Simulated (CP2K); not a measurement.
The O K edge of formylacetonitrile was computed by TDDFT (CP2K XAS_TDP, aug-cc-pVDZ, TDA) at these levels: BHandHLYP, PBEh(45%) and PBEh(45%) + GW2X. The first three lines of O5 (bonded to C) with a strength over 0.0015, energy in eV and strength:

| run | first | second | third |
| --- | --- | --- | --- |
| 1 | 528.97 (0.050) | 535.75 (0.003) | 535.86 (0.003) |
| 2 | 531.47 (0.047) | 537.96 (0.005) | 538.31 (0.003) |
| 3 | 526.38 (0.048) | 532.87 (0.005) | 533.22 (0.003) |

Which run is which?

Run 1: BHandHLYP (50 % exact exchange). Run 2: PBEh(45%) + GW2X (45 % exact exchange). Run 3: PBEh(45%) (45 % exact exchange). Self-interaction lifts the core level, so the uncorrected lines rise with the share of exact exchange. The GW2X run keeps the spacings of its parent: 6.49 eV between the first two lines in run 2, 6.49 eV in run 3. Its shift is +5.09 eV, since the Kohn–Sham level at this share of exchange lies that far above the quasiparticle level.

[Hosts, paths, dates, database ids (printed as entryN), source tags and the programs' standing remarks are cut or masked in the printed files.]
